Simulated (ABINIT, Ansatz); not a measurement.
# A GW run on PbO (P4/nmm) in ABINIT, with inputs changed

A base run on PbO (P4/nmm), then changed inputs.

Main program and level: ABINIT 10.8.3; PBE and many-body steps on it, plane waves.

The database entry behind the starting cell differs from later determinations by our own check (c about 1 % long), so it need not match the best structure at ambient conditions.

### Step 1. Starting point

It takes space group P4/nmm (No. 129, tetragonal). The conventional cell has a = 3.960 Å, b = 3.960 Å, c = 5.070 Å, α = 90.00°, β = 90.00°, γ = 90.00°. Nearest to Pb lie 4 O at 2.32 Å. O has 4 Pb at 2.32 Å nearest. Farther neighbours and most contacts between anions are not listed.

 The runs that relaxed it are not among those shown. Spin-orbit coupling is left out unless a step names it.

### Step 2. Screening, 4×4×4 mesh, 177 bands, screening to 141.5 eV

This step: ABINIT 10.8.3; RPA screening on PBE, plane waves, norm-conserving pseudopotentials.

The RPA dielectric matrix is built and inverted for each q.

Input file run.abi:

```
acell 3*1.0 Angstrom
rprim 
  3.960000000000 0.000000000000 0.000000000000
  0.000000000000 3.960000000000 0.000000000000
  0.000000000000 0.000000000000 5.070000000000
ntypat 2
znucl 82 8
natom 4
typat 1 1 2 2
xred 
  0.000000000000 0.500000000000 0.238990104020
  0.500000000000 0.000000000000 0.761009895980
  0.000000000000 0.000000000000 0.000000000000
  0.500000000000 0.500000000000 0.000000000000
pp_dirpath "pseudos"
pseudos "Pb.upf, O.upf"
ecut 42
ngkpt 4 4 4
nshiftk 1
shiftk 0 0 0
kptopt 1
chksymbreak 0
istwfk *1
occopt 1
irdwfk 1
optdriver 3
nband 177
ecuteps 5.2
inclvkb 2
awtr 1
symchi 1
indata_prefix "in"
outdata_prefix "out"
tmpdata_prefix "tmp"
```

Run with:

```console
$ OMP_NUM_THREADS=1 mpirun -n 16 abinit run.abi > log
```

The program printed:

```text
.Version 10.8.3 of ABINIT. v10.8.2 released Aug 2026.

 Symmetries : space group P4/n m m (#129); Bravais tP (primitive tetrag.)
[... echo of the input left out ...]
== DATASET  1 ==================================================================
-   mpi_nproc: 16, omp_nthreads: 1 (-1 if OMP is not activated)

--- !DatasetInfo
iteration_state: {dtset: 1, }
dimensions: {natom: 4, nkpt: 18, mband: 177, nsppol: 1, nspinor: 1, nspden: 1, mpw: 7032, }
cutoff_energies: {ecut:  42.0, pawecutdg:  -1.0, }
electrons: {nelect:   5.60000000E+01, charge:   0.00000000E+00, occopt:   1.00000000E+00, tsmear:   1.00000000E-02, }

 SCREENING: Calculation of the susceptibility and dielectric matrices

 Based on a program developped by R.W. Godby, V. Olevano, G. Onida, and L. Reining.
 Incorporated in ABINIT by V. Olevano, G.-M. Rignanese, and M. Torrent.
.Using double precision arithmetic ; gwpc =  8

[... cell and pseudopotentials left out ...]
--------------------------------------------------------------------------------

 ==== K-mesh for the wavefunctions ====
 Number of points in the irreducible wedge :    18
[... list of points left out ...]
 Together with 16 symmetry operations and time-reversal symmetry
 yields    64 points in the full Brillouin Zone.

 ==== Q-mesh for the screening function ====
 Number of points in the irreducible wedge :    18
[... list of points left out ...]
 Together with 16 symmetry operations and time-reversal symmetry
 yields    64 points in the full Brillouin Zone.

 setmesh: FFT mesh size selected  =    30x   30x   40
          total number of points  =        36000

 vcoul_init : cutoff-mode = AUXILIARY_FUNCTION
 q-points for optical limit:   1
     1)      0.000010    0.000020    0.000030

- screening: taking advantage of time-reversal symmetry
- Maximum band index for partially occupied states nbvw = 28
- Remaining bands to be divided among processors   nbcw = 149
- Number of bands treated by each node ~9

 Number of electrons calculated from density =   56.0000; Expected =   56.0000
 average of density, n =  0.104374
 r_s =    1.3176
 omega_plasma =   31.1639 [eV]

 calculating chi0 at frequencies [eV] :
  1    0.000000E+00    0.000000E+00
  2    0.000000E+00    3.116392E+01

--------------------------------------------------------------------------------
  q-point number  1        q = ( 0.000000, 0.000000, 0.000000) [r.l.u.]
--------------------------------------------------------------------------------
[... chi0 elements left out ...]
 For q-point:  0.000010 0.000020 0.000030
  dielectric constant =   6.2776
  dielectric constant without local fields =   7.1579

  Average fulfillment of the sum rule on Im[epsilon] for q-point    1 :     72.15  [%]
[... wings left out ...]
  q-point number  2        q = ( 0.250000, 0.000000, 0.000000) [r.l.u.]
--------------------------------------------------------------------------------
[... chi0 elements left out ...]
  Average fulfillment of the sum rule on Im[epsilon] for q-point    2 :     83.57  [%]

 [... 16 further q-points ...]
```

Run time: 2.2 min. Hardware: 16 MPI ranks of Arm Neoverse V2, shared host; peak memory 8.8 GiB; 35 min of CPU time.

Numbers from this step:

```yaml
eps_infinity_with_local_fields_on_this_mesh_along_the_program_s_q_direction: 6.278
the_same_without_local_fields: 7.158
plasma_frequency: 31.16 eV
plane_waves_in_the_screening_matrix: 293
```

Local fields lower ε∞ by 12 %. On a Γ-centred mesh this coarse the value itself is usually too large, while a short band sum pulls it down.

### Step 3. Base

The self-energy is evaluated for the states that the input lists, and the levels follow from it, in one-shot runs by the linearised quasiparticle equation.

This step: G0W0 on PBE, plane waves, norm-conserving pseudopotentials.

Edit run.abi of step 2 so:

```diff
@@ -25,8 +25,17 @@
 irdwfk 1
-optdriver 3
+optdriver 4
 nband 177
+gwcalctyp 0
+ecutsigx 42
+symsigma 1
+nkptgw 2
+kptgw 
+  0.0000000000 0.0000000000 0.0000000000
+  0.5000000000 0.5000000000 0.0000000000
+bdgw 
+  26 30
+  27 30
 ecuteps 5.2
-inclvkb 2
-awtr 1
-symchi 1
+irdscr 1
+ppmodel 1
 indata_prefix "in"
```

The program printed:

```text
.Version 10.8.3 of ABINIT. v10.8.2 released Aug 2026.

 Symmetries : space group P4/n m m (#129); Bravais tP (primitive tetrag.)
[... echo of the input left out ...]
== DATASET  1 ==================================================================
-   mpi_nproc: 16, omp_nthreads: 1 (-1 if OMP is not activated)

--- !DatasetInfo
iteration_state: {dtset: 1, }
dimensions: {natom: 4, nkpt: 18, mband: 177, nsppol: 1, nspinor: 1, nspden: 1, mpw: 7032, }
cutoff_energies: {ecut:  42.0, pawecutdg:  -1.0, }
electrons: {nelect:   5.60000000E+01, charge:   0.00000000E+00, occopt:   1.00000000E+00, tsmear:   1.00000000E-02, }

 SIGMA: Calculation of the GW corrections

 Based on a program developped by R.W. Godby, V. Olevano, G. Onida, and L. Reining.
 Incorporated in ABINIT by V. Olevano, G.-M. Rignanese, and M. Torrent.
.Using double precision arithmetic ; gwpc =  8

[... cell and pseudopotentials left out ...]
--------------------------------------------------------------------------------

 ==== K-mesh for the wavefunctions ====
 Number of points in the irreducible wedge :    18
[... list of points left out ...]
 Together with 16 symmetry operations and time-reversal symmetry
 yields    64 points in the full Brillouin Zone.

 ==== Q-mesh for screening function ====
 Number of points in the irreducible wedge :    18
[... list of points left out ...]
 Together with 16 symmetry operations and time-reversal symmetry
 yields    64 points in the full Brillouin Zone.

 vcoul_init : cutoff-mode = AUXILIARY_FUNCTION
 q-points for optical limit:   1
     1)      0.000010    0.000020    0.000030
 setmesh: FFT mesh size selected  =    48x   48x   60
          total number of points  =       138240

 Number of electrons calculated from density =   56.0000; Expected =   56.0000
 average of density, n =  0.104374
 r_s =    1.3176
 omega_plasma =   31.1639 [eV]

 === KS Band Gaps ===
  >>>> For spin  1
   Minimum direct gap =   2.1149 [eV], located at k-point      :   0.5000  0.5000  0.0000
   Fundamental gap    =   1.1262 [eV], Top of valence bands at :   0.0000  0.0000  0.0000
                                       Bottom of conduction at :   0.5000  0.5000  0.0000
 SIGMA fundamental parameters:
 PLASMON POLE MODEL  1
 number of plane-waves for SigmaX                 6975
 number of plane-waves for SigmaC and W            293
 number of plane-waves for wavefunctions          6975
 number of bands                                   177
 number of independent spin polarizations            1
 number of spinorial components                      1
 number of k-points in IBZ                          18
 number of q-points in IBZ                          18
 number of symmetry operations                      16
 number of k-points in BZ                           64
 number of q-points in BZ                           64
 number of frequencies for dSigma/dE                 9
 frequency step for dSigma/dE [eV]                0.25
 number of omega for Sigma on real axis              0
 max omega for Sigma on real axis  [eV]           0.00
 zcut for avoiding poles [eV]                     0.10

 EPSILON^-1 parameters (SCR file):
 dimension of the eps^-1 matrix on file            293
 dimension of the eps^-1 matrix used               293
 number of plane-waves for wavefunctions          6975
 number of bands                                   177
 number of q-points in IBZ                          18
 number of frequencies                               2
 number of real frequencies                          1
 number of imag frequencies                          1

 matrix elements of self-energy operator (all in [eV])

 Perturbative Calculation

--- !SelfEnergy_ee
iteration_state: {dtset: 1, }
kpoint     : [   0.000,    0.000,    0.000, ]
spin       : 1
KS_gap     :    2.411
QP_gap     :    2.860
Delta_QP_KS:    0.449
data: !SigmaeeData |
     Band     E0 <VxcDFT>   SigX SigC(E0)      Z dSigC/dE  Sig(E)    E-E0       E
       26   5.510 -19.674 -24.613   4.855   0.761  -0.313 -19.738  -0.064   5.446
       27   5.510 -19.674 -24.613   4.855   0.761  -0.313 -19.738  -0.064   5.446
       28   7.102 -18.066 -20.585   2.443   0.792  -0.263 -18.126  -0.060   7.042
       29   9.513 -12.427  -8.529  -3.432   0.834  -0.200 -12.039   0.388   9.902
       30  12.630 -11.343  -6.812  -4.030   0.832  -0.202 -10.926   0.416  13.046

--- !SelfEnergy_ee
iteration_state: {dtset: 1, }
kpoint     : [   0.500,    0.500,    0.000, ]
spin       : 1
KS_gap     :    2.115
QP_gap     :    2.122
Delta_QP_KS:    0.007
data: !SigmaeeData |
     Band     E0 <VxcDFT>   SigX SigC(E0)      Z dSigC/dE  Sig(E)    E-E0       E
       27   6.114 -20.440 -25.210   4.849   0.761  -0.314 -20.380   0.060   6.174
       28   6.114 -20.440 -25.210   4.849   0.761  -0.314 -20.380   0.060   6.174
       29   8.228 -10.090  -6.810  -3.199   0.838  -0.193 -10.022   0.067   8.296
       30   8.228 -10.090  -6.810  -3.199   0.838  -0.193 -10.022   0.067   8.296

== END DATASET(S) ==============================================================
================================================================================

 -outvars: echo values of variables after computation  --------
           etotal      0.0000000000E+00
            nband         177
             nkpt          18
          spgroup         129
 [... the other variables as echoed above ...]

 Calculation completed.
```

Run time: 10 s. Hardware: 16 MPI ranks; peak memory 5.3 GiB.

This step gave:

```yaml
g0w0_gap_on_the_points_computed: 1.254 eV
starting_gap_on_the_mesh: 1.126 eV
k_of_the_valence_top: 0, 0, 0
k_of_the_conduction_bottom: 0.5, 0.5, 0
z_at_the_valence_top: 0.792
z_at_the_conduction_bottom: 0.838
least_direct_g0w0_gap_on_the_computed_points: 2.122 eV
```

The gap on the mesh goes from 1.13 eV to 1.25 eV, a correction of +0.13 eV.

(Part 1 of 2 ends here.)

[Paths, hosts, dates, memory and timing lines, banners, echoed tables and standing remarks are left out of the program output.]

[Logs are printed without paths, hosts, clocks, repeated set-up lines and the standing remarks that a program may print on its own settings, such as how far it seeks lower states.]

[Runs of the session that timed out or met a known fault of the program may be left out.]

[Hosts, paths, dates, database ids (printed as entryN), source tags and the programs' standing remarks are cut or masked in the printed files.]

[G0W0 gaps are taken among the corrected bands and points alone; a level outside them can change the order at an edge.]

[Where Ansatz stands beside ABINIT at settings called matched, ABINIT's density can come from a denser mesh and the files from another edition; pairs whose starting gaps differed by over 0.03 eV were left out, so agreement reads better than it is.]
